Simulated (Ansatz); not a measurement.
# GeH5CBr3N2 (CH(NH2)2GeBr3): band gap by G0W0 on PBE, part 3 of 3

Aim: the quasiparticle gap of GeH5CBr3N2 (CH(NH2)2GeBr3), starting from PBE.

Ansatz 0.2.0; PBE, then G0W0 on it, plane waves, PAW. Known limits of the many-body steps: finite bands, screening cutoff and k mesh; no spin-orbit coupling in G0W0.

So far. Step 3 (The PBE band structure): Over mesh and path the gap is 2.147 eV, direct, at k = (0.500, 0.500, 0.500). Step 4 (One-shot GW): Over 24 of 36 irreducible mesh points the G0W0 gap is 3.527 eV, direct, at k = (-0.500, -0.500, -0.500). The PBE gap of this run on the mesh is 2.147 eV. The two states that bound the G0W0 gap lie that far apart at the start, so the correction of the gap is 3.527 − 2.147 = +1.380 eV.

The structure was built from a prototype and need not be the compound's stable phase.

In doubt: masses and optical values from hybrid runs of this build are listed as unsure (in some of the runs), which bears on the screening that GW takes from such a start.

## 5. Spin-orbit coupling in PBE

This run has two-component orbitals with spin-orbit coupling.

This step: DFT, PBE with spin-orbit coupling, plane waves, PAW; PAW set soft_1.

File input.yaml:

```yaml
crystal:
  lattice:
    - [5.9391948117, -0.0595617958, 0.4977235936]
    - [-0.0595617958, 5.8618311573, 0.0555080471]
    - [0.4977235936, 0.0555080471, 5.9358539308]
  atoms:
    - { symbol: C, position: [-0.0282097529, 0.9336048226, 0.0277765727] }
    - { symbol: H, position: [-0.09429818, 0.7665189356, 0.0936635303] }
    - { symbol: "N", position: [0.8808375156, 0.027105022, 0.863711942] }
    - { symbol: "N", position: [0.1362153539, 0.0268250514, 0.118589968] }
    - { symbol: H, position: [0.7547376751, 0.9432008455, -0.2003769383] }
    - { symbol: H, position: [0.20025202, 0.9427904704, 0.244529105] }
    - { symbol: H, position: [0.9360708792, 0.1810852635, 0.7875393173] }
    - { symbol: H, position: [0.2124702223, 0.1808465556, 1.0635853828] }
    - { symbol: Ge, position: [0.4752761125, 0.5297811285, 0.5241445256] }
    - { symbol: Br, position: [0.4690200572, 0.5099244935, -0.048610243] }
    - { symbol: Br, position: [0.508229185, -0.0363100272, 0.4917525963] }
    - { symbol: Br, position: [0.0482669867, 0.50987784, 0.5307573537] }
kpoints:
  mp_grid: { grid: [4, 4, 4] }
  band_path:
    path: [[0.0, 0.0, 0.0], [0.5, 0.0, 0.0], [0.5, 0.5, 0.0], [0.5, 0.5, 0.5]]
    npoints: 1
hamiltonian:
  xc: pbe
  pseudopotentials: { kind: paw_fr, azcp: { folder: soft_1 } }
scf:
  occupations: { method: fixed }
  n_extra_bands: 16
magnetization:
  noncollinear: true
  spin_orbit: true
output:
  eigenvalues: true
  forces: true
  stress: true
```

On the command line:

```sh
ansatz run input.yaml --threads 2 --pin off --max-ram 92160MiB --backend cuda --events-out ev --progress --plain --runs-dir out --devices 1 --max-vram 13GiB
```

Numbers of over 12 decimals in the logs are rounded to 6 here.

The log of the run:

```text
[...]
GPUs: using 1 of 1 available (devices: 1).
[...]
non-collinear run that drives no moment, with spin-orbit: no starting moment large enough to seed its density (crystal.atoms[].spin), no starting occupations that ask for one, no magnetisation constraint and no magnetic field, so the semilocal B_xc is pinned to zero
[...]
GPU FFT provider: cuFFT
GPU libraries: cuBLAS 13.8.2, cuFFT 12.4.0, cuSOLVER 12.3.4
Crystal: 12 atoms, lattice volume = 205.159 Å³
Basis set: ecut = 420 eV, 3999 PW (Γ), exchange–correlation on 80×80×80 points (8 copies of the dense FFT grid, shifted against one another)
Bands: 70, of which v1, the nominal top of the filled ones, is band 54 counted from 1 (53 counted from 0)
Symmetry: 1 space group operations + 1 with time reversal
[...]
k-points: 36 of 64 (time reversal used)
Projection manifold: j_resolved (fully-relativistic pseudo-atomic orbitals)
[...]
GPU buffer pool allocated for 64000 grid points (all kernels)
[...]
SCF iter   1: F=—  HF=-13752.059137 eV  |F-HF|=—  |Δ(HF+E_count)|=         —  Δρ=7.17e-2  dr2=9.47e0  dr2_m=0.00e0 (ungated)  ethr=3.10e-3  |M|=0.00e0 ∫|m|=0.00e0 μB  |m|>n=0.0e0 m-floor=0.0e0 τ_xc=0.0e0  β_m=0.30  ⟨swp⟩=5.2  Hψ=10284  notcnv=0  defer=402
[...]
spin=Noncollinear: Resta preconditioning applied to the charge; magnetization (m_x, m_y, m_z) channels mix plain (no charge-response kernel on spin).
[...]
site 10: m = (+0.0000, +0.0000, +0.0000) μB, |m| = 0.0000 μB  (R = 1.05 Å)
  site 11: m = (+0.0000, +0.0000, +0.0000) μB, |m| = 0.0000 μB  (R = 1.01 Å)
Free energy (F): -13749.119979 eV
[...]
Internal energy: -13749.119979 eV  (E = F + TS)
E sigma→0 (E₀):  -13749.119979 eV
Fermi energy:    2.039478 eV
[...]
--- Forces (eV/Å), atoms counted from 1 ---
  atom   1  C     -0.00061209     0.02201899    -0.00018852
  atom   2  H      0.00102140     0.00514869    -0.00143799
  atom   3  N      0.00439303    -0.00696349     0.01076303
  atom   4  N     -0.00942168    -0.00771147    -0.00058240
  atom   5  H      0.00126742     0.00226036     0.00098517
  atom   6  H     -0.00118549     0.00270299    -0.00254339
  atom   7  H     -0.00011846    -0.00109662     0.00381166
  atom   8  H     -0.00254610    -0.00021126    -0.00033865
  atom   9  Ge     0.00259049    -0.00945736    -0.00201483
  atom  10  Br     0.00170002    -0.00189547    -0.00664886
  atom  11  Br    -0.00397222    -0.00319011     0.00022254
  atom  12  Br     0.00692709    -0.00162501    -0.00202635
  max |Σ_I F_I| component: 4.34e-5 eV/Å
--- Stress (GPa, compression-positive) ---
        1.061234      -0.019400      -0.038221
       -0.019399       1.054943       0.024130
       -0.038221       0.024132       1.061897
  P = ⅓ Tr σ = 1.0594 GPa (10.594 kbar)
--- Band table (eV; the first three rows and the last of 36) ---
  k-point 0: bands = [... 50 lower, 0.5889, 0.5889, 0.9793, 0.9793, 5.3609, 5.3609, 6.3416, 6.3416, ... 12 higher]
  k-point 1: bands = [... 50 lower, 0.5597, 0.6029, 0.9030, 1.0319, 5.3833, 5.3848, 5.8954, 5.9095, ... 12 higher]
  k-point 2: bands = [... 50 lower, 0.6193, 0.6193, 1.0079, 1.0079, 4.7926, 4.7926, 5.3983, 5.3983, ... 12 higher]
  k-point 35: bands = [... 50 lower, 0.8878, 0.8878, 2.0395, 2.0395, 4.1504, 4.1504, 4.2806, 4.2806, ... 12 higher]
[key lines of the parts left out:]
SCF converged after 10 iterations
Magnetization: |M| = 0.0000 μB,  M = (+0.0000, +0.0000, +0.0000) μB
```

Wall time 11 s (1 × NVIDIA H100 80GB HBM3 (shared by 6 runs) with 2 threads of AMD EPYC 7R13 (Zen 3), shared host); peak memory 1 GiB.

Numbers from this step:

* pressure: 1.059 GPa
* gap: 2.111 eV
* valence top at: R
* conduction bottom at: R
* least direct gap: 2.111 eV

Over mesh and listed points the gap is 2.111 eV, direct, at k = (0.500, 0.500, 0.500). PBE+SOC against PBE: 2.111 − 2.147 = −0.036 eV, with the same mesh, set of files (read in its fully relativistic form for the spin-orbit run) and cutoff, and both edges at the same k points. The spin-orbit run sees mesh and listed points alone, so its gap is an upper bound: the coupling can move an edge off these points, the more so as this crystal has no centre of inversion, and the change over the zone, its sign included where it is small, is not known.

## 6. The runs together

Each gap is the least one over the points named; times are wall times on shared hosts, not benchmarks. A G0W0 time includes the run's own self-consistent start. Runs with listed points see these and the mesh alone, so an edge that moves elsewhere is missed. Rows marked * are further runs, not shown as steps, whose inputs differ from the G0W0 step on the same start in the columns given; solver thresholds can differ too. Symmetry makes (0.500, 0.500, 0.500) and (-0.500, -0.500, -0.500) one point.

| level | mesh | files, cutoff | bands summed, screening | points | gap (eV) | valence top | conduction bottom | least direct gap (eV) | time |
| --- | --- | --- | --- | --- | --- | --- | --- | --- | --- |
| PBE | 4×4×4 | soft_1 PAW, 420 eV | - | mesh and path | 2.147 | (0.500, 0.500, 0.500) | (0.500, 0.500, 0.500) | 2.147 | 9 s |
| PBE+SOC | 4×4×4 | soft_1 PAW, 420 eV | - | mesh and listed points | 2.111 | (0.500, 0.500, 0.500) | (0.500, 0.500, 0.500) | 2.111 | 11 s |
| G0W0@PBE* | 4×4×4 | soft_1 PAW, 420 eV | 201, 52 eV | 26 of 36 irreducible mesh points | 3.343 | (-0.500, -0.500, -0.500) | (-0.500, -0.500, -0.500) | 3.343 | 53 s |
| G0W0@PBE | 4×4×4 | soft_1 PAW, 420 eV | 717, 130 eV | 24 of 36 irreducible mesh points | 3.527 | (-0.500, -0.500, -0.500) | (-0.500, -0.500, -0.500) | 3.527 | 5.4 min |

## 7. What came out

```json
{
  "PBE gap over mesh and path": "2.147 eV, direct, at k = (0.500, 0.500, 0.500)",
  "G0W0@PBE gap over 24 of 36 irreducible mesh points": "3.527 eV, direct, at k = (-0.500, -0.500, -0.500)",
  "PBE+SOC gap over mesh and listed points": "2.111 eV",
  "GW settings": "4×4×4 mesh, 690 empty bands, screening to 130 eV, PAW set soft_1 files",
  "known limits": "finite bands, screening cutoff and k mesh; no spin-orbit coupling in G0W0"
}
```

**Reading.** Over 24 of 36 irreducible mesh points the G0W0 gap is 3.527 eV, direct, at k = (-0.500, -0.500, -0.500). The PBE gap of this run on the mesh is 2.147 eV. The two states that bound the G0W0 gap lie that far apart at the start, so the correction of the gap is 3.527 − 2.147 = +1.380 eV. The valence state moves by 1.100 − 2.016 = −0.916 eV and the conduction state by 4.627 − 4.163 = +0.464 eV, on the run's own scale; with 201 bands the edge states move by −0.419 and +0.777 eV, so the split between the edges depends on the bands and cutoff. Both edges that PBE shows over mesh and path lie at k points where levels were corrected. Levels at other points were not corrected, so a lower G0W0 gap elsewhere in the zone is not ruled out. From 201 bands and 52 eV to 717 bands and 130 eV the gap moves by 3.527 − 3.343 = +0.184 eV; bands and screening cutoff rise together, so their parts are not told apart. Two runs can't test a law of convergence, so the limit is not known. G0W0 on other starts in this series, not shown as steps and not all at these settings: 3.838 eV on HSE06 (4×4×4, soft_1 PAW, 347 bands, 78 eV). PBE+SOC against PBE: 2.111 − 2.147 = −0.036 eV, with the same mesh, set of files (read in its fully relativistic form for the spin-orbit run) and cutoff, and both edges at the same k points. The spin-orbit run sees mesh and listed points alone, so its gap is an upper bound: the coupling can move an edge off these points, the more so as this crystal has no centre of inversion, and the change over the zone, its sign included where it is small, is not known. What spin-orbit coupling does to the G0W0 levels was not computed, so no sum with the G0W0 gap is formed. The G0W0 runs are scalar-relativistic. No pair of G0W0 runs that differ in the mesh alone is shown (4×4×4 is a supercell whose nearest images lie 23 Å apart), so the error from the mesh is not known here. G0W0 is shown with one set of atomic data (soft_1 PAW), so the error from the files is not known here.

[Paths, hosts, dates, memory and timing lines, banners, echoed tables and standing remarks are left out of the program output.]

[Logs are printed without paths, hosts, clocks, repeated set-up lines and the standing remarks that a program may print on its own settings, such as how far it seeks lower states.]

[Runs of the session that timed out or met a known fault of the program may be left out.]

[Cells called generated may have been cut or substituted from an entry of the Crystallography Open Database or the Materials Project.]

[Hosts, paths, dates, database ids (printed as entryN), source tags and the programs' standing remarks are cut or masked in the printed files.]

[Where an RPA ε∞ is given, it is that of the G0W0 mesh and is not shown converged in it. Names of k-points follow the symmetry that the program found, which can be lower than the space group named. Band edges on a path are those of the sampled points; other points can move an edge, and change direct to indirect where valleys lie close.]

[Hybrid gaps are those of their k-mesh and are not shown converged in it.]
